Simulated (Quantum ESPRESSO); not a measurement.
# BP (F-43m): how pressure shifts the optical phonon

Aim: the Grüneisen parameter and the pressure coefficient of an optical mode of BP (F-43m).

Method: DFT LDA, scalar-relativistic, plane waves, PseudoDojo norm-conserving pseudopotentials, in Quantum ESPRESSO 7.5.

## 1. The relaxed structure

Symmetry: F-43m, No. 216, cubic system. Conventional cell: a = 4.487 Å, b = 4.487 Å, c = 4.487 Å, α = 90.00°, β = 90.00°, γ = 90.00°. Nearest to B lie 4 P at 1.94 Å. Nearest to P lie 4 B at 1.94 Å. Farther neighbours are not listed.

Structure file:

```
B P
1.0
    -2.24355    0.00000    2.24355
     0.00000    2.24355    2.24355
    -2.24355    2.24355    0.00000
B P
1 1
Direct
  0.00000 0.00000 0.00000
  0.25000 0.25000 0.25000
```

This is the cell after its relaxation at this level of theory, not the database cell from which that began.

## 2. Runs at several volumes

The relaxed cell is scaled uniformly; in this structure symmetry fixes all atoms, so nothing has to be relaxed anew. Each volume gets a ground state and a response at Γ. The mode followed is the highest one without the macroscopic field, of symmetry T2; longitudinal polar modes lie higher. Cutoff 84 Ry, k mesh 12×12×12.

From the response at V/V₀ = 0.94:

The log of the run:

```text
[banners, grids, parts of the stress and lines that vanish by symmetry left out]
Program PHONON v.7.5
     Reading xml data from directory:

[...]
Exchange-correlation= PW
                           (   1   4   0   0   0   0   0)
[...]
kinetic-energy cut-off    =      84.0000  Ry
     charge density cut-off    =     336.0000  Ry
     convergence threshold     =      1.0E-18
[...]
Exchange-correlation= PW
                           (   1   4   0   0   0   0   0)
[...]
q = (   0.0000000   0.0000000   0.0000000 )
     25 Sym.Ops. (with q -> -q+G )
     G cutoff =  293.6063  (  15009 G-vectors)     FFT grid: ( 36, 36, 36)
     number of k points=    72
[...]
Mode symmetry, T_d (-43m)  point group:
[...]
Dielectric constant
[...]
End of electric fields calculation
          Dielectric constant in cartesian axis
          (       9.141979431       0.000000000       0.000000000 )
          (       0.000000000       9.141979431      -0.000000000 )
          (       0.000000000       0.000000000       9.141979431 )
          Effective charges (d Force / dE) in cartesian axis without acoustic sum rule applied (asr)
           atom    1  B     Mean Z*:       -0.84620
      Ex  (       -0.84620        0.00000        0.00000 )
      Ey  (        0.00000       -0.84620        0.00000 )
      Ez  (        0.00000        0.00000       -0.84620 )
           atom    2  P     Mean Z*:        0.84233
      Ex  (        0.84233        0.00000        0.00000 )
      Ey  (        0.00000        0.84233       -0.00000 )
      Ez  (        0.00000       -0.00000        0.84233 )
          Effective charges Sum: Mean:       -0.00388
[...]
Effective charges (d Force / dE) in cartesian axis with asr applied:
           atom    1  B     Mean Z*:       -0.84427
[...]
atom    2  P     Mean Z*:        0.84427
[...]
Representation #   1 modes #   1   2   3
[...]
End of self-consistent calculation
     Convergence has been achieved
     Representation #   2 modes #   4   5   6
[...]
End of self-consistent calculation
     Convergence has been achieved
[...]
Dielectric constant in cartesian axis
          (       9.141979431       0.000000000       0.000000000 )
          (       0.000000000       9.141979431      -0.000000000 )
          (       0.000000000       0.000000000       9.141979431 )
          Effective charges (d Force / dE) in cartesian axis without acoustic sum rule applied (asr)
           atom    1  B     Mean Z*:       -0.84620
      Ex  (       -0.84620        0.00000        0.00000 )
      Ey  (        0.00000       -0.84620        0.00000 )
      Ez  (        0.00000        0.00000       -0.84620 )
           atom    2  P     Mean Z*:        0.84233
      Ex  (        0.84233        0.00000        0.00000 )
      Ey  (        0.00000        0.84233       -0.00000 )
      Ez  (        0.00000       -0.00000        0.84233 )
          Effective charges Sum: Mean:       -0.00388
[...]
Effective charges (d Force / dE) in cartesian axis with asr applied:
           atom    1  B     Mean Z*:       -0.84427
[...]
atom    2  P     Mean Z*:        0.84427
[...]
q = (    0.000000000   0.000000000   0.000000000 )
[...]
freq (    1) =       0.004353 [THz] =       0.145203 [cm-1]
     freq (    2) =       0.004353 [THz] =       0.145203 [cm-1]
     freq (    3) =       0.004353 [THz] =       0.145203 [cm-1]
     freq (    4) =      26.176512 [THz] =     873.154460 [cm-1]
     freq (    5) =      26.176512 [THz] =     873.154460 [cm-1]
     freq (    6) =      26.176512 [THz] =     873.154460 [cm-1]
[...]
Mode symmetry, T_d (-43m)  point group:
     freq (   1-   3) =          0.1  [cm-1]   --> T_2  G_15 P_4   I+R
     freq (   4-   6) =        873.2  [cm-1]   --> T_2  G_15 P_4   I+R

   JOB DONE.
```

One volume, V/V₀ = 0.97, is held back as a test.

```tsv
V/V₀	volume (Å³/atom)	pressure (GPa)	ω (cm⁻¹)
0.94	10.615	12.12	873.15
0.97	10.954	5.62	held back
1	11.293	-0.01	821.16
1.03	11.632	-4.90	797.13
1.06	11.971	-9.13	774.28
```

## 3. The fit

The mode Grüneisen parameter is γ = −d ln ω / d ln V.

```tsv
ln(V/V₀)	ln ω
-0.0619	6.7721
0.0000	6.7107
0.0296	6.6810
0.0583	6.6519
```

A straight line through these points has the slope -1.000, so γ = 1.00; at V/V₀ = 0.97 it predicts ω = exp(6.7104 + 0.0304) = 846.30 cm⁻¹.

A parabola of pressure against ln V through V/V₀ = 0.97, 1 and 1.03 gives the bulk modulus B = −dP/d ln V = 175 GPa at V₀. With ω₀ from the fitted line the pressure coefficient follows as dω/dP = γ ω₀ / B = 1.00 × 820.9 / 175 = 4.69 cm⁻¹/GPa.

## 4. The run that was held back

The log of the run:

```text
[banners, grids, parts of the stress and lines that vanish by symmetry left out]
[banner, memory and clock lines left out]
Program PHONON v.7.5

[...]
Exchange-correlation= PW
                           (   1   4   0   0   0   0   0)
[...]
kinetic-energy cut-off    =      84.0000  Ry
     charge density cut-off    =     336.0000  Ry
     convergence threshold     =      1.0E-18
[...]
Exchange-correlation= PW
                           (   1   4   0   0   0   0   0)
[...]
q = (   0.0000000   0.0000000   0.0000000 )
     25 Sym.Ops. (with q -> -q+G )
     G cutoff =  299.8205  (  15353 G-vectors)     FFT grid: ( 36, 36, 36)
     number of k points=    72
[...]
Mode symmetry, T_d (-43m)  point group:
[...]
Dielectric constant
[...]
End of electric fields calculation
          Dielectric constant in cartesian axis
          (       9.148097306      -0.000000000       0.000000000 )
          (      -0.000000000       9.148097306      -0.000000000 )
          (      -0.000000000       0.000000000       9.148097306 )
          Effective charges (d Force / dE) in cartesian axis without acoustic sum rule applied (asr)
           atom    1  B     Mean Z*:       -0.74370
      Ex  (       -0.74370       -0.00000        0.00000 )
      Ey  (       -0.00000       -0.74370       -0.00000 )
      Ez  (        0.00000       -0.00000       -0.74370 )
           atom    2  P     Mean Z*:        0.73995
      Ex  (        0.73995        0.00000       -0.00000 )
      Ey  (       -0.00000        0.73995        0.00000 )
      Ez  (       -0.00000        0.00000        0.73995 )
[...]
Representation #   1 modes #   1   2   3
[...]
End of self-consistent calculation
     Convergence has been achieved
     Representation #   2 modes #   4   5   6
[...]
End of self-consistent calculation
     Convergence has been achieved
[...]
Dielectric constant in cartesian axis
          (       9.148097306      -0.000000000       0.000000000 )
          (      -0.000000000       9.148097306      -0.000000000 )
          (      -0.000000000       0.000000000       9.148097306 )
          Effective charges (d Force / dE) in cartesian axis without acoustic sum rule applied (asr)
           atom    1  B     Mean Z*:       -0.74370
      Ex  (       -0.74370       -0.00000        0.00000 )
      Ey  (       -0.00000       -0.74370       -0.00000 )
      Ez  (        0.00000       -0.00000       -0.74370 )
           atom    2  P     Mean Z*:        0.73995
      Ex  (        0.73995        0.00000       -0.00000 )
      Ey  (       -0.00000        0.73995        0.00000 )
      Ez  (       -0.00000        0.00000        0.73995 )
          Effective charges Sum: Mean:       -0.00375
[...]
Effective charges (d Force / dE) in cartesian axis with asr applied:
           atom    1  B     Mean Z*:       -0.74182
[...]
atom    2  P     Mean Z*:        0.74182
[...]
q = (    0.000000000   0.000000000   0.000000000 )
[...]
freq (    1) =      -0.021196 [THz] =      -0.707027 [cm-1]
     freq (    2) =      -0.021196 [THz] =      -0.707027 [cm-1]
     freq (    3) =      -0.021196 [THz] =      -0.707027 [cm-1]
     freq (    4) =      25.376468 [THz] =     846.467870 [cm-1]
     freq (    5) =      25.376468 [THz] =     846.467870 [cm-1]
     freq (    6) =      25.376468 [THz] =     846.467870 [cm-1]
[...]
Mode symmetry, T_d (-43m)  point group:
     freq (   1-   3) =         -0.7  [cm-1]   --> T_2  G_15 P_4   I+R
     freq (   4-   6) =        846.5  [cm-1]   --> T_2  G_15 P_4   I+R
```

It gives 846.47 cm⁻¹ against the predicted 846.30 cm⁻¹, a miss of 0.2 cm⁻¹.

## 5. Outcome

```
mode Grüneisen parameter : 0.9996
bulk modulus             : 175 GPa
pressure coefficient     : 4.69 cm⁻¹/GPa
```

**Reading.** The highest optical mode of BP (F-43m) without the LO-TO term stiffens by 4.69 cm⁻¹ a GPa near the relaxed volume, with γ = 1.00. The power law meets all 5 runs within 0.03 %; between neighbouring volumes γ runs from 0.99 to 1.01. Such a coefficient turns a measured shift of this mode into a hydrostatic stress; uniaxial or biaxial stress splits the mode and needs deformation potentials. These are harmonic values at zero temperature for the structure held cubic, which a run at Γ can't show to be stable; the bulk modulus rests on three points.

[Host names and launcher messages were left out of these logs when they were recorded.]

[Logs are printed without paths, hosts, clocks, repeated set-up lines and the standing remarks that a program may print on its own settings, such as how far it seeks lower states.]

[Hosts, paths, dates, database ids (printed as entryN), source tags and the programs' standing remarks are cut or masked in the printed files.]
